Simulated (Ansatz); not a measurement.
**Ta3N5 (Cmcm): the G0W0 gap against the k mesh**

Aim: the G0W0 gap of Ta3N5 (Cmcm) on a series of meshes, at fixed bands and cutoff.

Program: Ansatz 0.2.0. Level of theory: G0W0 on LDA, plane waves, PAW; PAW set soft_1. Results are calculated unless marked as measured.

## 1. Set-up

It takes space group Cmcm (No. 63, orthorhombic). The conventional cell has a = 3.886 Å, b = 10.212 Å, c = 10.262 Å, α = 90.00°, β = 90.00°, γ = 90.00°. Nearest to Ta lie 6 N at 2.04 to 2.14 Å. Ta has 6 N at 1.96 to 2.24 Å nearest. Nearest to N lie 4 Ta at 2.06 to 2.22 Å. N has 3 Ta at 1.96 to 2.04 Å nearest. Nearest to N lie 4 Ta at 2.03 to 2.24 Å. Farther neighbours and most contacts between anions are not listed.

Coordinates:

```xyz
16
Lattice="1.9431 -5.1059 0.0000 1.9431 5.1059 0.0000 0.0000 0.0000 10.2624" Properties=species:S:1:pos:R:3 pbc="T T T"
Ta    1.9431   -3.0932    2.5656
Ta    1.9431    3.0932    7.6968
Ta    1.9431   -3.7319    5.7373
Ta    1.9431    3.7319    0.6061
Ta    1.9431    3.7319    4.5251
Ta    1.9431   -3.7319    9.6563
N     1.9431    2.6879    2.5656
N     1.9431   -2.6879    7.6968
N     1.9431   -4.6258    1.2263
N     1.9431    4.6258    6.3575
N     1.9431    4.6258    9.0361
N     1.9431   -4.6258    3.9049
N     1.9431   -1.9543    0.7572
N     1.9431    1.9543    5.8884
N     1.9431    1.9543    9.5052
N     1.9431   -1.9543    4.3740
```

The cell and positions come from the Crystallography Open Database and are kept as given unless a step says otherwise. Spin-orbit coupling is left out unless a step names it.

## 2. The 2×2×1 mesh

Now the one-shot GW correction: screening in the RPA, then the self-energy of the levels asked for. This step takes PAW set soft_1 files.

File input.yaml:

```yaml
crystal:
  lattice:
    - [1.9431, -5.1059, 0.0]
    - [1.9431, 5.1059, 0.0]
    - [0.0, 0.0, 10.2624]
  atoms:
    - { symbol: Ta, position: [0.8029, 0.1971, 0.25] }
    - { symbol: Ta, position: [0.1971, 0.8029, 0.75] }
    - { symbol: Ta, position: [0.86545, 0.13455, 0.55906] }
    - { symbol: Ta, position: [0.13455, 0.86545, 0.05906] }
    - { symbol: Ta, position: [0.13455, 0.86545, 0.44094] }
    - { symbol: Ta, position: [0.86545, 0.13455, 0.94094] }
    - { symbol: "N", position: [0.23678, 0.76322, 0.25] }
    - { symbol: "N", position: [0.76322, 0.23678, 0.75] }
    - { symbol: "N", position: [0.95299, 0.04701, 0.11949] }
    - { symbol: "N", position: [0.04701, 0.95299, 0.61949] }
    - { symbol: "N", position: [0.04701, 0.95299, 0.88051] }
    - { symbol: "N", position: [0.95299, 0.04701, 0.38051] }
    - { symbol: "N", position: [0.69138, 0.30862, 0.07378] }
    - { symbol: "N", position: [0.30862, 0.69138, 0.57378] }
    - { symbol: "N", position: [0.30862, 0.69138, 0.92622] }
    - { symbol: "N", position: [0.69138, 0.30862, 0.42622] }
kpoints:
  mp_grid: { grid: [2, 2, 1] }
hamiltonian:
  xc: lda
  pseudopotentials: { kind: paw, azcp: { folder: soft_1 }, xc_functional: pbe }
scf:
  occupations: { method: fixed }
gw:
  n_empty_bands: 462
  ecut_chi: 100
  qp_bands: [v4, c4]
  qp_kpoints: band_edges
  screening: { model: contour_deformation }
```

The run is started by

```bash
> ansatz run input.yaml --threads 2 --pin off --max-ram 92160MiB --backend cuda --events-out ev --progress --plain --runs-dir out --devices 1 --max-vram 13GiB
```

Numbers of over 12 decimals in the logs are rounded to 6 here.

What it wrote:

```text
GPUs: using 1 of 1 available (devices: 1).
Engine: ansatz 0.2.0, x86_64-unknown-linux-gnu
Pseudopotentials: kind: paw
Pseudopotential: Ta, paw, valence charge 13, recommended cutoff 420 eV (normal), soft_1/Ta.paw.azcp
Pseudopotential: N, paw, valence charge 5, recommended cutoff 420 eV (normal), soft_1/N.paw.azcp
Functional definition: SPW92
  exchange = slater_x
  correlation = pw_c
device memory: the entry about to start is reckoned to put 3.1 GiB on a device that reports 57.5 GiB free (of which the cap on the GPU budget leaves the run 13.0 GiB)
GPU FFT provider: cuFFT
GPU libraries: cuBLAS 13.8.2, cuFFT 12.4.0, cuSOLVER 12.3.4
Crystal: 16 atoms, lattice volume = 203.632 Å³
Basis set: ecut = 420 eV, 3985 PW (Γ)
Bands: 80, of which v1, the nominal top of the filled ones, is band 64 counted from 1 (63 counted from 0)
Symmetry: 8 space group operations
Space group: Cmcm (ITA 63), of the structure as read, at distance tolerance 5.9e-5 Å
k-points: 3 of 4
Non-local potential: Ta, projectors of the file, l = 0: 3, l = 1: 2, l = 2: 2, l = 3: 1
Non-local potential: N, projectors of the file, l = 0: 2, l = 1: 2, l = 2: 1
PAW form: soft (Blöchl's): semilocal exchange-correlation on the pseudo side does not see the compensation charge
PAW frozen core: Ta, regenerated for the run's functional, and the local potential with it (the file was generated under x = pbe(κ = 0.804, μ = 0.219515), c = pbe(β = 0.066725))
PAW frozen core: N, regenerated for the run's functional, and the local potential with it (the file was generated under x = pbe(κ = 0.804, μ = 0.219515), c = pbe(β = 0.066725))
PAW one-centre angular grid: Ta, 590 points (default); XC on 64 Gauss nodes
PAW one-centre angular grid: N, 110 points (default); XC on 64 Gauss nodes
Initial density: superposition of atomic densities (chi_scale 0.1, normalization cell, long waves kept (reshape's long-wave potential 0.01 eV rms))
Initial wavefunctions: pseudopotential atomic-orbital guess
GPU buffer pool allocated for 115200 grid points (all kernels)
GPU transforms: local potential and band sums: pruned to the plane-wave sphere, on 40×40×72
Functional: x = slater, c = lda
SCF iter   1: F=—  HF=-61865.542640 eV  |F-HF|=—  |Δ(HF+E_count)|=         —  Δρ=1.09e-1  dr2=2.74e1  ethr=3.10e-3  ⟨swp⟩=4.0  Hψ=828  notcnv=0  defer=40
preconditioner: auto → Resta (q_TF=auto, 2.525 Å⁻¹)  ε∞=6.2  [insulator: Δε(μ)=2.655 eV  Ē_g=10.191 eV  n_scr=56 (ndim 8)  ℏωp=23.3 eV  f_vac=0.013  ε∞_Penn≈6.2]
SCF iter   2: F=—  HF=-61858.975936 eV  |F-HF|=—  |Δ(HF+E_count)|=    6.57e0  Δρ=4.33e-2  dr2=2.49e0  ethr=3.10e-3  ⟨swp⟩=2.7  Hψ=415  notcnv=0  defer=38
SCF iter   3: F=—  HF=-61858.449967 eV  |F-HF|=—  |Δ(HF+E_count)|=   5.26e-1  Δρ=2.23e-2  dr2=8.80e-1  ethr=1.95e-3  ⟨swp⟩=2.0  Hψ=291  notcnv=0  defer=42
SCF iter   4: F=—  HF=-61858.231582 eV  |F-HF|=—  |Δ(HF+E_count)|=   2.18e-1  Δρ=1.01e-2  dr2=2.57e-1  ethr=6.88e-4  ⟨swp⟩=2.0  Hψ=322  notcnv=0  defer=39
SCF iter   5: F=—  HF=-61858.171481 eV  |F-HF|=—  |Δ(HF+E_count)|=   6.01e-2  Δρ=1.93e-3  dr2=1.76e-2  ethr=2.01e-4  ⟨swp⟩=2.0  Hψ=340  notcnv=0  defer=40
SCF iter   6: F=—  HF=-61858.170033 eV  |F-HF|=—  |Δ(HF+E_count)|=   1.45e-3  Δρ=6.96e-4  dr2=2.23e-3  ethr=1.38e-5  ⟨swp⟩=2.0  Hψ=328  notcnv=0  defer=42
SCF iter   7: F=—  HF=-61858.170110 eV  |F-HF|=—  |Δ(HF+E_count)|=   7.69e-5  Δρ=2.82e-4  dr2=1.96e-4  ethr=1.74e-6  ⟨swp⟩=2.0  Hψ=327  notcnv=0  defer=41
SCF iter   8: F=—  HF=-61858.170153 eV  |F-HF|=—  |Δ(HF+E_count)|=   4.23e-5  Δρ=1.73e-4  dr2=7.33e-5  ethr=1.53e-7  ⟨swp⟩=2.0  Hψ=335  notcnv=0  defer=33
SCF iter   9: F=—  HF=-61858.170150 eV  |F-HF|=—  |Δ(HF+E_count)|=   2.80e-6  Δρ=5.25e-5  dr2=7.05e-6  ethr=5.73e-8  ⟨swp⟩=2.0  Hψ=348  notcnv=0  defer=25
SCF iter  10: F=—  HF=-61858.170151 eV  |F-HF|=—  |Δ(HF+E_count)|=   1.09e-6  Δρ=1.21e-5  dr2=4.14e-7  ethr=5.51e-9  ⟨swp⟩=2.0  Hψ=327  notcnv=0  defer=25
[...]
NSCF: frozen V_eff on 3 k-points
G₀W₀ screening: q 1/3
[... further progress lines ...]
device memory: the entry about to start is reckoned to put 1.3 GiB on a device that reports 54.2 GiB free (of which the cap on the GPU budget leaves the run 13.0 GiB)
NSCF: frozen V_eff on 1 k-points
device memory: the entry about to start is reckoned to put 1.3 GiB on a device that reports 56.8 GiB free (of which the cap on the GPU budget leaves the run 13.0 GiB)
NSCF: frozen V_eff on 1 k-points
device memory: the entry about to start is reckoned to put 1.3 GiB on a device that reports 57.4 GiB free (of which the cap on the GPU budget leaves the run 13.0 GiB)
NSCF: frozen V_eff on 1 k-points
device memory: the entry about to start is reckoned to put 1.3 GiB on a device that reports 57.4 GiB free (of which the cap on the GPU budget leaves the run 13.0 GiB)
NSCF: frozen V_eff on 1 k-points
device memory: the entry about to start is reckoned to put 1.3 GiB on a device that reports 58.5 GiB free (of which the cap on the GPU budget leaves the run 13.0 GiB)
NSCF: frozen V_eff on 1 k-points
SCF converged after 12 iterations
Free energy (F): -61858.170151 eV
Harris-Foulkes:  -61858.170151 eV  (|F-HF|=1.78e-9)
Internal energy: -61858.170151 eV  (E = F + TS)
E sigma→0 (E₀):  -61858.170151 eV
Fermi energy:    11.504929 eV
--- Per-component energies (eV) ---
  E_band       = -1041.693517
  E_kinetic    = 3614.819779
  E_local      = -7371.836107  (includes V_loc(G=0)·N_el)
  E_nonlocal   = 335.212987
  E_hartree    = 2689.479245
  E_xc         = -2490.117940
  E_vxc        = -2141.758902  (∫ρ·V_xc dr)
  E_paw        = -49534.653267  (= ΣΔE_a)
  E_vpaw       = -857.098426  (= ΣTr[D̂ρ^β])
  E_aug_tail   = 0.009267  (compensation charges beyond the density's cutoff)
  E_ewald      = -9103.438537
  E_core_change = 2.354423  (= ΣΔE_core)
  E_smearing   = -0.000000  (= −TS)
  E_closure    = 0.000000  (closes the sum)
  Σ components = -61858.170151   (vs F -61858.170151, Δ=0.00e0)
--- Band table (eV) ---
  k-point 0: bands = [... 60 lower, 10.7046, 11.0031, 11.2052, 11.5049, 12.8961, 13.2082, 13.5978, 13.8977, ... 12 higher]
  k-point 1: bands = [... 60 lower, 10.4511, 10.5008, 10.9392, 11.1381, 13.2247, 13.2656, 14.1022, 14.4028, ... 12 higher]
  k-point 2: bands = [... 60 lower, 10.5360, 10.5519, 10.7539, 11.2194, 12.6487, 13.3132, 13.8173, 14.4144, ... 12 higher]
--- G₀W₀: contour deformation, 7 samples at zero and on the imaginary axis and 1 off it, 4 q-points, 462 empty bands' worth ---
  eigenvalues of the whole cell's RPA ε∞ on this k-mesh (on a slab, of 1 + 4πα/V) = 13.4228, 13.5166, 19.0816; static W/v taken at q = 0 is 0.063006
  gw.qp_kpoints: band_edges: 3 of 3 stored k-points solved, in 1 pass; an edge of the gap read off the rows below is read off those points alone
    ik  band        ε_KS         Σx   Σc(E_QP)       V_xc       Z   E_QP_lin       E_QP  E_QP is
     0    61     10.7046   -21.2966     3.1247   -18.3261  0.7241    10.8582    10.8588  root
     0    62     11.0031   -21.8788     3.3149   -18.7192  0.7261    11.1578    11.1584  root
     0    63     11.2052   -22.4980     3.2024   -19.5441  0.7299    11.4522    11.4537  root
     0    64     11.5049   -21.8968     3.0927   -19.0148  0.7294    11.7145    11.7156  root
     0    65     12.8961   -12.8886    -5.0976   -18.7823  0.7508    13.7165    13.6922  root
     0    66     13.2082   -13.4724    -4.8527   -19.1270  0.7491    14.0344    14.0100  root
     0    67     13.5978   -13.1966    -4.9430   -18.9496  0.7505    14.4334    14.4078  root
     0    68     13.8977   -12.9398    -5.4461   -19.2104  0.7409    14.7514    14.7222  root
     1    61     10.4511   -20.5401     3.1438   -17.4900  0.7239    10.5446    10.5448  root
     1    62     10.5008   -20.2072     2.9981   -17.3246  0.7218    10.6160    10.6164  root
     1    63     10.9392   -21.2729     2.9817   -18.4694  0.7270    11.1166    11.1174  root
     1    64     11.1381   -21.4552     3.1332   -18.4927  0.7271    11.3081    11.3088  root
     1    65     13.2247   -12.9188    -4.7980   -18.4911  0.7542    14.0208    13.9989  root
     1    66     13.2656   -12.2604    -4.7899   -17.7970  0.7574    14.0323    14.0123  root
[...]
2    64     11.2194   -21.9125     3.3338   -18.7356  0.7262    11.3757    11.3763  root
     2    65     12.6487   -12.5918    -5.0788   -18.4454  0.7539    13.4459    13.4236  root
     2    66     13.3132   -13.2231    -4.9611   -18.9747  0.7457    14.1281    14.1038  root
     2    67     13.8173   -12.8282    -4.5560   -18.1292  0.7498    14.5822    14.5622  root
     2    68     14.4144   -13.6998    -5.4330   -19.9800  0.7318    15.2933    15.2616  root
```

Run time: 9.4 s. Hardware: 1 × NVIDIA H100 80GB HBM3 (shared by 6 runs) with 2 threads of AMD EPYC 7R13 (Zen 3), shared host; peak memory 1.3 GiB; 9.3 s of CPU time.

In the SCF lines HF is the Harris–Foulkes energy and dr2 the Hartree energy of the density residual, in eV; the loop may stop once dr2 is under the threshold and the program's other checks hold. Hψ counts applications of the Hamiltonian.

Numbers from this step:

* bands summed: 526
* RPA ε∞ on this mesh (eigenvalues): 13.42, 13.52, 19.08
* plane waves in the screening matrix: 475
* q-points in the mesh: 4
* G0W0 gap on the mesh: 1.708 eV
* k of the valence top: 0, 0, 0
* k of the conduction bottom: -0.5, -0.5, 0
* starting gap on the mesh: 1.144 eV
* Z at the valence top: 0.7294
* Z at the conduction bottom: 0.7539
* least direct G0W0 gap on the computed points: 1.977 eV

The gap on the mesh goes from 1.14 eV to 1.71 eV, a correction of +0.56 eV. Between the two edge states, bare exchange in place of the xc potential would open the gap by 8.74 eV, and correlation takes back 8.17 eV.

## 3. The 4×4×2 mesh

Only the mesh changes. It samples the long-range screening, which converges on its own terms.

Edit input.yaml of step 2 so:

```diff
@@ -23,3 +23,3 @@
 kpoints:
-  mp_grid: { grid: [2, 2, 1] }
+  mp_grid: { grid: [4, 4, 2] }
 hamiltonian:
```

What it wrote:

```text
GPUs: using 1 of 1 available (devices: 1).
[...]
GPU FFT provider: cuFFT
GPU libraries: cuBLAS 13.8.2, cuFFT 12.4.0, cuSOLVER 12.3.4
Crystal: 16 atoms, lattice volume = 203.632 Å³
Basis set: ecut = 420 eV, 3985 PW (Γ)
Bands: 80, of which v1, the nominal top of the filled ones, is band 64 counted from 1 (63 counted from 0)
[... 1 set-up line as in the run before ...]
[...]
k-points: 14 of 32
[...]
GPU buffer pool allocated for 115200 grid points (all kernels)
[...]
SCF iter   1: F=—  HF=-61864.970500 eV  |F-HF|=—  |Δ(HF+E_count)|=         —  Δρ=1.10e-1  dr2=2.80e1  ethr=3.10e-3  ⟨swp⟩=4.5  Hψ=3833  notcnv=0  defer=190
[...]
SCF iter  11: F=-61857.427208 eV  HF=-61857.427208 eV  |F-HF|=3.93e-8  |Δ(HF+E_count)|=   1.76e-7  Δρ=5.87e-6  dr2=8.34e-8  ethr=7.81e-11  ⟨swp⟩=11.8  Hψ=4074  notcnv=0
SCF 1 converged in 11 iterations: F = -61857.427208 eV  dr2 = 8.34e-8
[...]
0    61     10.7078   -21.2017     2.9526   -18.3672  0.7440    10.8257    10.8260  root
     0    62     11.0238   -21.5509     2.9956   -18.7081  0.7440    11.1763    11.1767  root
     0    63     11.2545   -22.4630     3.0744   -19.5998  0.7511    11.4651    11.4658  root
     0    64     11.5047   -21.3368     2.5757   -18.9846  0.7504    11.7274    11.7282  root
     0    65     12.9008   -13.2976    -4.6296   -18.7893  0.7755    13.7788    13.7629  root
     0    66     13.2184   -13.7802    -4.4944   -19.1456  0.7715    14.1063    14.0894  root
     0    67     13.6041   -13.5220    -4.5719   -18.9585  0.7716    14.4859    14.4688  root
     0    68     13.9085   -13.1560    -5.1597   -19.2155  0.7633    14.8301    14.8083  root
[...]
13    65     13.0375   -13.5669    -4.4617   -18.8760  0.7723    13.9004    13.8848  root
    13    66     13.0375   -13.5669    -4.4617   -18.8760  0.7723    13.9004    13.8848  root
    13    67     14.1739   -13.2006    -4.4919   -18.5400  0.7671    15.0385    15.0213  root
    13    68     14.1739   -13.2006    -4.4919   -18.5400  0.7671    15.0385    15.0213  root
[key lines of the parts left out:]
SCF converged after 11 iterations
Free energy (F): -61857.427208 eV
Fermi energy:    11.504656 eV
```

Run time: 37 s. Hardware: 1 × NVIDIA H100 80GB HBM3 (shared by 6 runs) with 2 threads; peak memory 2.1 GiB; 43 s of CPU time.

Numbers from this step:

```
bands summed                                 : 526
RPA ε∞ on this mesh (eigenvalues)            : 10.92, 10.92, 14.12
plane waves in the screening matrix          : 475
q-points in the mesh                         : 32
G0W0 gap on the mesh                         : 1.773 eV
k of the valence top                         : 0, 0, 0
k of the conduction bottom                   : -0.5, -0.5, 0
starting gap on the mesh                     : 1.155 eV
Z at the valence top                         : 0.7504
Z at the conduction bottom                   : 0.7788
least direct G0W0 gap on the computed points : 2.002 eV
```

Against the run with 2×2×1 mesh, 462 empty bands, screening to 100 eV, PAW set soft_1 files, the gap moves by +0.06 eV.

## 4. The 6×6×2 mesh

Edit input.yaml of step 3 so:

```diff
@@ -23,3 +23,3 @@
 kpoints:
-  mp_grid: { grid: [4, 4, 2] }
+  mp_grid: { grid: [6, 6, 2] }
 hamiltonian:
```

What it wrote:

```text
GPUs: using 1 of 1 available (devices: 1).
[...]
GPU FFT provider: cuFFT
GPU libraries: cuBLAS 13.8.2, cuFFT 12.4.0, cuSOLVER 12.3.4
Crystal: 16 atoms, lattice volume = 203.632 Å³
Basis set: ecut = 420 eV, 3985 PW (Γ)
Bands: 80, of which v1, the nominal top of the filled ones, is band 64 counted from 1 (63 counted from 0)
[... 1 set-up line as in the run before ...]
[...]
k-points: 26 of 72
[...]
0    68     13.9107   -13.1773    -5.1274   -19.2146  0.7658    14.8402    14.8206  root
[...]
25    65     13.0386   -13.6360    -4.3831   -18.8736  0.7753    13.9062    13.8931  root
    25    66     13.0386   -13.6360    -4.3831   -18.8736  0.7753    13.9062    13.8931  root
    25    67     14.1737   -13.2062    -4.4757   -18.5402  0.7690    15.0475    15.0321  root
    25    68     14.1737   -13.2062    -4.4757   -18.5402  0.7690    15.0475    15.0321  root
[key lines of the parts left out:]
SCF converged after 11 iterations
Free energy (F): -61857.475817 eV
Fermi energy:    11.514650 eV
```

The job ended after 2.2 min (1 × NVIDIA H100 80GB HBM3 (shared by 6 runs) with 2 threads; peak memory 3 GiB; 3.6 min of CPU time).

Numbers from this step:

```yaml
bands_summed: 526
rpa_eps_infinity_on_this_mesh_eigenvalues: 10.80, 10.85, 12.05
plane_waves_in_the_screening_matrix: 475
g0w0_gap_on_the_mesh: 1.786 eV
k_of_the_valence_top: 0, 0, 0
k_of_the_conduction_bottom: -0.5, -0.5, 0
starting_gap_on_the_mesh: 1.147 eV
least_direct_g0w0_gap_on_the_computed_points: 2.026 eV
```

Against the run with 4×4×2 mesh, 462 empty bands, screening to 100 eV, PAW set soft_1 files, the gap moves by +0.013 eV.

## 5. The meshes together

Times are wall times on 1 × NVIDIA H100 80GB HBM3 (shared by 6 runs) with 2 threads of AMD EPYC 7R13 (Zen 3), shared host, good to a factor of about two.

```tsv
mesh	points	irreducible	start (eV)	G0W0 (eV)	shift (eV)	RPA ε∞ (mean)	time
2×2×1	4	3	1.144	1.708	+0.564	15.34	9.4 s
4×4×2	32	14	1.155	1.773	+0.617	11.99	37 s
6×6×2	72	26	1.147	1.786	+0.639	11.23	2.2 min
```

## 6. Summary of results

```
2×2×1    : 1.708 eV (shift +0.564)
4×4×2    : 1.773 eV (shift +0.617)
6×6×2    : 1.786 eV (shift +0.639)
settings : LDA start, 462 empty bands, 100 eV
```

What this shows: The shift is +0.56 eV on 2×2×1 and +0.64 eV on 6×6×2; the last step moves it by +0.021 eV. The RPA ε∞ (mean) ranges from 11.23 to 15.34 and ends at 11.23; the coarsest mesh overstates it. On 6×6×2 the states that bound the G0W0 gap lie 1.162 eV apart in the start, so part of the shift is a change of edge. From 4 to 72 points the time grows 14-fold. Bands and cutoff are modest here, so the values stand off the basis limit. The many-body steps are scalar-relativistic: spin-orbit coupling is not in them.

[Paths, hosts, dates, memory and timing lines, banners, echoed tables and standing remarks are left out of the program output.]

[Logs are printed without paths, hosts, clocks, repeated set-up lines and the standing remarks that a program may print on its own settings, such as how far it seeks lower states.]

[Runs of the session that timed out or met a known fault of the program may be left out.]

[Cells called generated may have been cut or substituted from an entry of the Crystallography Open Database or the Materials Project.]

[Hosts, paths, dates, database ids (printed as entryN), source tags and the programs' standing remarks are cut or masked in the printed files.]
